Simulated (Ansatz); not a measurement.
# Electron scattering at the Σ5 (210) boundary in bcc Mo, part 2 of 3

How much does the Σ5 (210) boundary in bcc Mo reflect electrons?

Ansatz 0.2.0; Ansatz plane-wave DFT, PBE, PAW files; relaxation of a bicrystal slab with its lowest layers held; PAW set soft_1 (the session's first sound run).

So far. Step 2 (Relaxing the bicrystal): The largest force component on a free atom ends at 0.022 eV/Å, under the tolerance of 0.03, after 9 steps.

### 3. Transmission across the boundary

Bulk layers of each grain are laid under and over the relaxed boundary, and a lead is named in the middle of each, away from the free faces. The mesh across the current, 10×20, is finer than the density's, because channels open and close sharply across the zone. Energies from -0.1 to 0.1 eV in steps of 0.05 eV are too few for the program's thermal sum, so it prints no conductance; for a metal the transmission near the Fermi level serves, at a fraction of the cost.

This step: Ansatz plane-wave DFT, PBE, PAW files; ballistic transport by layer matching (Landauer), zero bias; boundary relaxed in a short slab, bulk layers laid on; PAW set soft_1 (Ansatz 0.2.0).

System of this step: Σ5 (210) boundary in bcc Mo. The cell holds 61 atoms: 61 Mo. Its edges and angles: a = 7.037 Å, b = 3.147 Å, c = 50.580 Å, α = 90.0°, β = 90.0°, γ = 90.0°. It derives from Mo. Regions: lower grain, 25 atoms (25 Mo); boundary, 16 atoms (16 Mo); upper grain, 20 atoms (20 Mo). Vacuum lies along c.

Contents of input.yaml:

```yaml
crystal:
  lattice:
    - [7.0369059252, 0.0, 0.0]
    - [0.0, 3.147, 0.0]
    - [0.0, 0.0, 50.5801101702]
  atoms:
    - { symbol: Mo, position: [-9.9000000001, -16.5, 0.0790824691] }
    - { symbol: Mo, position: [-9.6000000001, -16.0, 0.0929948665] }
    - { symbol: Mo, position: [-9.3000000001, -15.5, 0.1069072639] }
    - { symbol: Mo, position: [-9.0000000001, -15.0, 0.1208196613] }
    - { symbol: Mo, position: [-8.7000000001, -14.5, 0.1347320587] }
    - { symbol: Mo, position: [-8.4000000001, -14.0, 0.148644456] }
    - { symbol: Mo, position: [-8.1000000001, -13.5, 0.1625568534] }
    - { symbol: Mo, position: [-7.8000000001, -13.0, 0.1764692508] }
    - { symbol: Mo, position: [-7.5000000001, -12.5, 0.1903816482] }
    - { symbol: Mo, position: [-7.2000000001, -12.0, 0.2042940456] }
    - { symbol: Mo, position: [-6.9000000001, -11.5, 0.218206443] }
    - { symbol: Mo, position: [-6.6000000001, -11.0, 0.2321188404] }
    - { symbol: Mo, position: [-6.3000000001, -10.5, 0.2460312377] }
    - { symbol: Mo, position: [-6.0000000001, -10.0, 0.2599436351] }
    - { symbol: Mo, position: [-5.7000000001, -9.5, 0.2738560325] }
    - { symbol: Mo, position: [-5.4000000001, -9.0, 0.2877684299] }
    - { symbol: Mo, position: [-5.1000000001, -8.5, 0.3016808273] }
    - { symbol: Mo, position: [-4.8, -8.0, 0.3155932247] }
    - { symbol: Mo, position: [-4.5, -7.5, 0.3295056221] }
    - { symbol: Mo, position: [-4.2, -7.0, 0.3434180194] }
    - { symbol: Mo, position: [-3.9, -6.5, 0.3573304168] }
    - { symbol: Mo, position: [-3.6, -6.0, 0.3712428142] }
    - { symbol: Mo, position: [-3.3, -5.5, 0.3851552116] }
    - { symbol: Mo, position: [-3.0, -5.0, 0.399067609] }
    - { symbol: Mo, position: [-2.7, -4.5, 0.4129800064] }
    - { symbol: Mo, position: [0.6, 0.0, 0.4268924038] }
    - { symbol: Mo, position: [0.8989435534, 0.5, 0.4400910426] }
    - { symbol: Mo, position: [0.1999400854, 0.0, 0.4544536197] }
    - { symbol: Mo, position: [0.5023962538, 0.5, 0.4693485911] }
    - { symbol: Mo, position: [0.795188754, 0.0, 0.4834159835] }
    - { symbol: Mo, position: [0.0980707953, 0.5, 0.494581656] }
    - { symbol: Mo, position: [0.4064693312, 0.0, 0.510751263] }
    - { symbol: Mo, position: [0.7055661983, 0.5, 0.5295900156] }
    - { symbol: Mo, position: [0.028509923, 0.0, 0.5348067171] }
    - { symbol: Mo, position: [0.3979113231, 0.0, 0.5602392003] }
    - { symbol: Mo, position: [0.0807007955, 0.5, 0.5748691603] }
    - { symbol: Mo, position: [0.7774364799, 0.0, 0.5856384489] }
    - { symbol: Mo, position: [0.4864027448, 0.5, 0.6006539878] }
    - { symbol: Mo, position: [0.1804442415, 0.0, 0.6156922187] }
    - { symbol: Mo, position: [0.8817125765, 0.5, 0.6288247876] }
    - { symbol: Mo, position: [0.5832312612, 0.0, 0.6426695832] }
    - { symbol: Mo, position: [-2.7167687388, -4.5, 0.6565819806] }
    - { symbol: Mo, position: [-3.0167687388, -5.0, 0.6704943779] }
    - { symbol: Mo, position: [-3.3167687389, -5.5, 0.6844067753] }
    - { symbol: Mo, position: [-3.6167687389, -6.0, 0.6983191727] }
    - { symbol: Mo, position: [-3.9167687389, -6.5, 0.7122315701] }
    - { symbol: Mo, position: [-4.2167687389, -7.0, 0.7261439675] }
    - { symbol: Mo, position: [-4.5167687389, -7.5, 0.7400563649] }
    - { symbol: Mo, position: [-4.8167687389, -8.0, 0.7539687623] }
    - { symbol: Mo, position: [-5.1167687389, -8.5, 0.7678811596] }
    - { symbol: Mo, position: [-5.4167687389, -9.0, 0.781793557] }
    - { symbol: Mo, position: [-5.7167687389, -9.5, 0.7957059544] }
    - { symbol: Mo, position: [-6.0167687389, -10.0, 0.8096183518] }
    - { symbol: Mo, position: [-6.3167687389, -10.5, 0.8235307492] }
    - { symbol: Mo, position: [-6.6167687389, -11.0, 0.8374431466] }
    - { symbol: Mo, position: [-6.9167687389, -11.5, 0.851355544] }
    - { symbol: Mo, position: [-7.2167687389, -12.0, 0.8652679413] }
    - { symbol: Mo, position: [-7.5167687389, -12.5, 0.8791803387] }
    - { symbol: Mo, position: [-7.8167687389, -13.0, 0.8930927361] }
    - { symbol: Mo, position: [-8.1167687389, -13.5, 0.9070051335] }
    - { symbol: Mo, position: [-8.4167687389, -14.0, 0.9209175309] }
kpoints:
  mp_grid: { grid: [4, 8, 1] }
hamiltonian:
  xc: pbe
  pseudopotentials: { kind: paw, azcp: { folder: soft_1 } }
scf:
  occupations: { method: fermi_dirac, width: 0.1 }
output:
  transmission:
    leads: [[13, 14], [49, 50]]
    kmesh: [10, 20]
    e_range: [-0.1, 0.1]
    de: 0.05
  write_potential: true
  write_density: true
  volumetric_format: npy
  elf: true
```

Started as:

```
> ansatz run input.yaml --threads 8 --pin off --max-ram 15360MiB --backend cpu --events-out ev --progress --plain --runs-dir out
```

Numbers of over 12 decimals in the logs are rounded to 6 here.

What it wrote:

```text
[...]
Crystal: 61 atoms, lattice volume = 1120.104 Å³
Basis set: ecut = 420 eV, 21853 PW (Γ)
Bands: 513, of which v1, the nominal top of the filled ones, is band 427 counted from 1 (426 counted from 0)
Symmetry: 2 space group operations
[...]
k-points: 15 of 32 (time reversal used)
[...]
SCF iter   1: F=—  HF=-302351.201252 eV  |F-HF|=—  |Δ(HF+E_count)|=         —  Δρ=9.99e-2  dr2=8.95e2  ethr=3.10e-3  ⟨swp⟩=6.2  Hψ=26712  notcnv=0
[...]
SCF iter  12: F=-302307.921001 eV  HF=-302307.921001 eV  |F-HF|=4.85e-8  |Δ(HF+E_count)|=   1.90e-8  Δρ=1.48e-6  dr2=6.42e-8  ethr=1.17e-11  ⟨swp⟩=12.3  Hψ=21778  notcnv=0
SCF 1 converged in 12 iterations: F = -302307.921001 eV  dr2 = 6.42e-8
[...]
transmission: 510 of 5082 steps passed
transmission: 1017 of 5082 steps passed
[...]
transmission: 5082 of 5082 steps passed
WARN: The input density's exchange-correlation potential varies sharply where the density is thin. Do not read a vacuum level from v_tot or v_xc, or from such a field of the output density. On a cell that repeats whose density bears no net charge and no dipole along the vacuum's axis use v_es (v_loc + v_h of the components); under efield.dipole_correction with no amplitude use v_es + v_field, which holds any external [...]
SCF converged after 12 iterations
Free energy (F): -302307.921001 eV
[...]
Internal energy: -302306.350809 eV  (E = F + TS)
E sigma→0 (E₀):  -302307.135905 eV
Entropy (-TS):   -1.570192 eV (-25.741 meV/atom)
Fermi energy:    17.341078 eV
[...]
--- Band table (eV; the first three rows and the last of 15) ---
  k-point 0: bands = [... 423 lower, 16.9381, 16.9564, 16.9953, 16.9962, 17.0521, 17.1158, 17.1399, 17.2010, ... 82 higher]
  k-point 1: bands = [... 423 lower, 16.9629, 17.0149, 17.0427, 17.1700, 17.1911, 17.2092, 17.2640, 17.2829, ... 82 higher]
  k-point 2: bands = [... 423 lower, 16.9170, 17.0089, 17.0550, 17.1466, 17.2962, 17.3982, 17.4212, 17.5759, ... 82 higher]
  k-point 14: bands = [... 423 lower, 17.7537, 17.7715, 17.8347, 17.8653, 17.8771, 17.8895, 17.9083, 17.9263, ... 82 higher]
--- Transmission ---
  basis      : 193 plane waves across, 77 finite elements along
  points     : 66, standing for a mesh of 10 x 20
  energies   : 5 from -0.100000 to 0.100000 eV about the Fermi level, 0.050000 eV apart; the leads are filled to 0.000000 eV, and channels, transmission and decay are at 0.000000 eV
  crystal 0  : Mo4, at the sites [13, 14], period 2.8148 Å, over 18.30 Å; its Hamiltonian steps by up to 28.1 meV: too much for a lead, lay more layers or, if its atoms are ordered, name the step of that order
    offset         : up to 0.0000 Å between an atom of the period and one for which it stands
    channels       : 3.410000e0 a spin
    conductance    : none, the energies end too early or step too widely for 300 K: set another output.transmission.e_range or a lower de, or, where they end at an eighth of basis.ecutwfc, a higher one
    slowest decay  : 0.0524 /Å at (0.5000, 0.2000)
[...]
channels       : 3.400000e0 a spin
[...]
slowest decay  : 0.0548 /Å at (0.5000, 0.2000)
  junction   : crystal 0 to crystal 1, 12.80 to 37.78 Å
    transmission   : 1.749233e0 a spin
[...]
```

Run time: 15 min. Hardware: 8 threads of Intel Xeon at 2.50GHz (Skylake/Cascade Lake), shared host; peak memory 10 GiB; 1.7 h of CPU time.

This step gave:

```
free energy                                    : -302307.9210 eV
energy at zero smearing                        : -302307.1359 eV
Fermi energy                                   : 17.34 eV
cell area                                      : 22.15 Å²
transmission per spin nearest the Fermi level  : 1.749
open channels per spin nearest the Fermi level : 3.41
open channels per spin, upper lead             : 3.4
step of the lead's potential                   : 28.1 meV
step of the upper lead's potential             : 28.6 meV
```

Per spin. The transmission, zone mean by energy, zero at the Fermi level:

| energy (eV) | transmission, zone mean |
| --- | --- |
| -0.1000 | 1.73 |
| -0.0500 | 1.73 |
| 0.0000 | 1.75 |
| 0.0500 | 1.81 |
| 0.1000 | 1.88 |

Per spin. Open channels, zone mean against energy, zero at the Fermi level:

| energy (eV) | lead | upper lead |
| --- | --- | --- |
| -0.1000 | 3.47 | 3.45 |
| -0.0500 | 3.4 | 3.4 |
| 0.0000 | 3.41 | 3.4 |
| 0.0500 | 3.67 | 3.63 |
| 0.1000 | 3.68 | 3.68 |

Transmission over k1 and k2. At 0.0000 eV from the Fermi level.

Ten even steps from '_' (0.00) to '@' (5.77):
```
....--==------==--..
__..::::--==--::::..
______..::::::..____
______..........____
____..............__
__......::::::......
==--::::::::::::::--
####**==------==**##
%%@@%%++--::--++%%@@
@@@@%%**--::--**%%@@
%%@@%%++--::--++%%@@
####**==------==**##
==--::::::::::::::--
__......::::::......
____..............__
______..........____
______..::::::..____
__..::::--==--::::..
....--==------==--..
....======::======..
```
Columns: k1 (b1) from -0.5 to 0.4; rows upwards: k2 (b2) from -0.5 to 0.45.

Open channels over k1 and k2. At 0.0000 eV from the Fermi level.

Ten even steps from '0' (0.0) to '9' (10.0):
```
2246444642
2243343342
0011333110
0002333200
0012222210
0122222221
4432222234
8875444578
8996545699
9998545899
8996545699
8875444578
4432222234
0122222221
0012222210
0002333200
0011333110
2243343342
2246444642
2266646662
```
Columns: k1 (b1) from -0.5 to 0.4; rows upwards: k2 (b2) from -0.5 to 0.45.

ELF in the ca plane at fractional y = 0.000, with atoms of Mo within 0.2 Å of it. It is the smooth field of the valence electrons, not physical close to the nuclei.

Ten even steps from '0' (0.00) to '9' (0.70), each cell a mean:
```
94365433456666449879436543335666776542100000
62443454246556536997234345424665566542100000
33433899635556642453353389963555566643100000
56536969835665554344663596884466665432100000
66536979734543334666664697973455443211100000
55644798424336643565564368852433675210000000
55653244344269985465565324434525999620000000
65554444564388696366555444456538969820000000
43322566665389894255332246656537989610000000
25863365555347862342587435555644798300000000
49998456566522334533899844655664343100000000
69689446654444556635977944654445432110000000
59997245333235665644899723533333333210000000
34674343378634655653467424337875222211000000
42334552698973566664233355369898311110000000
45556653896973565444455566379688211211000000
24665553699942543442366556459996223321000000
63565564246534425996346556534653355431000000
94466665433456438879546666542345777532100000
```
Columns run along c (16.0 Å, from fractional 0.68 to 1.00 of the cell), rows up along a (7.0 Å). Atoms in or near the plane, at fractional coordinates: Mo at (0.70, 0.38), Mo at (0.73, 0.78), Mo at (0.75, 0.18), Mo at (0.78, 0.58), Mo at (0.81, 0.98), Mo at (0.84, 0.38), Mo at (0.87, 0.78), Mo at (0.89, 0.18), Mo at (0.92, 0.58).

Electrostatic potential energy in the ca plane at fractional y = 0.000, with atoms of Mo within 0.2 Å of it. With pseudopotentials it is smooth inside the atoms' cores, unlike the true potential.

Ten even steps from '0' (-57 eV) to '9' (22 eV), each cell a mean:
```
26999989999999972002689998999999999999999999
48998766899999985224799876689999999999999999
89986312589999998667999731258999999999999999
99985100479999999999998510037999999999999999
99985100489998889999998610037999888999999999
99997423689975568999999742368998656899999999
99998877899851136999999987789985212689999999
99999999999730015899999999999984000489999999
98889999999840026899888899999984101589999999
86447899999874358998644689999997435789999999
62014799999988889997300379999999888899999999
51002799999999999996100269999999999999999999
62014899887899999997311379998788999999999999
86457899743479999998645789974347899999999999
98889998410158999999888999851014899999999999
99999998400048999999999999840004899999999999
89999998521268998778999999862125899999999999
58999999865689985324799999986568999999999999
27999999998999973002699999999899999999999999
```
Columns run along c (16.0 Å, from fractional 0.68 to 1.00 of the cell; values clipped at the 3rd and 97th percentile), rows up along a (7.0 Å). Atoms in or near the plane, at fractional coordinates: Mo at (0.70, 0.38), Mo at (0.73, 0.78), Mo at (0.75, 0.18), Mo at (0.78, 0.58), Mo at (0.81, 0.98), Mo at (0.84, 0.38), Mo at (0.87, 0.78), Mo at (0.89, 0.18), Mo at (0.92, 0.58).

Valence density in the ca plane at fractional y = 0.000, with atoms of Mo within 0.2 Å of it. It is the smooth field of the valence electrons, not physical close to the nuclei.

Ten even steps from '0' (0.0 e/Å³) to '9' (7.0 e/Å³), each cell a mean:
```
51000000000000015996100000000000000000000000
20000111000000002553000011100000000000000000
00001465200000000110000136520000000000000000
00002798300000000000000269841000000000000000
00002697300000000000000169830000000000000000
00001353100002210000000024410000221000000000
00000010000026741000000001100002675100000000
00000000000049972000000000000003897200000000
00000000000037851000000000000002796200000000
01321000000013320000132100000001232000000000
15873000000000000001487410000000000000000000
27994100000000000001699510000000000000000000
14773000000000000001477300000000000000000000
01221000134210000000122100012431000000000000
00000000279720000000000000026972000000000000
00000000389820000000000000027983000000000000
00000000257510000110000000015751000000000000
20000000012100002452000000001210000000000000
51000000000000014995100000000000000000000000
```
Columns run along c (16.0 Å, from fractional 0.68 to 1.00 of the cell), rows up along a (7.0 Å). Atoms in or near the plane, at fractional coordinates: Mo at (0.70, 0.38), Mo at (0.73, 0.78), Mo at (0.75, 0.18), Mo at (0.78, 0.58), Mo at (0.81, 0.98), Mo at (0.84, 0.38), Mo at (0.87, 0.78), Mo at (0.89, 0.18), Mo at (0.92, 0.58).

Over the solved energies the transmission per spin lies between 1.73 and 1.88, out of 3.53 channels of the lead on average (up to 3.68). The log calls the step of a lead's potential too much.

### 4. Specific resistance

This step: Ansatz plane-wave DFT, PBE, PAW files; ballistic transport by layer matching (Landauer), zero bias; specific resistance of the boundary; PAW set soft_1 (Ansatz 0.2.0).

Numbers from this step:

* area resistance: 0.7955 fΩ m²
* T over the leads' mean channel count: 0.5052

Averaged over the energies near the Fermi level, 50.5 % of the channels pass, which makes 0.796 fΩ m².

By hand, with T and the leads' channels N averaged over the energies near the Fermi level: RA = A (h/2e²)(1/T − ½[1/N₁ + 1/N₂]) = 22.15×10⁻²⁰ m² × 12 906 Ω × (1/1.778 − ½[1/3.526 + 1/3.512]) = 0.796 fΩ m².

(Part 2 of 3 ends here.)

[Logs are printed without paths, hosts, clocks, repeated set-up lines and the standing remarks that a program may print on its own settings, such as how far it seeks lower states.]

[Hosts, paths, dates, database ids (printed as entryN), source tags and the programs' standing remarks are cut or masked in the printed files.]
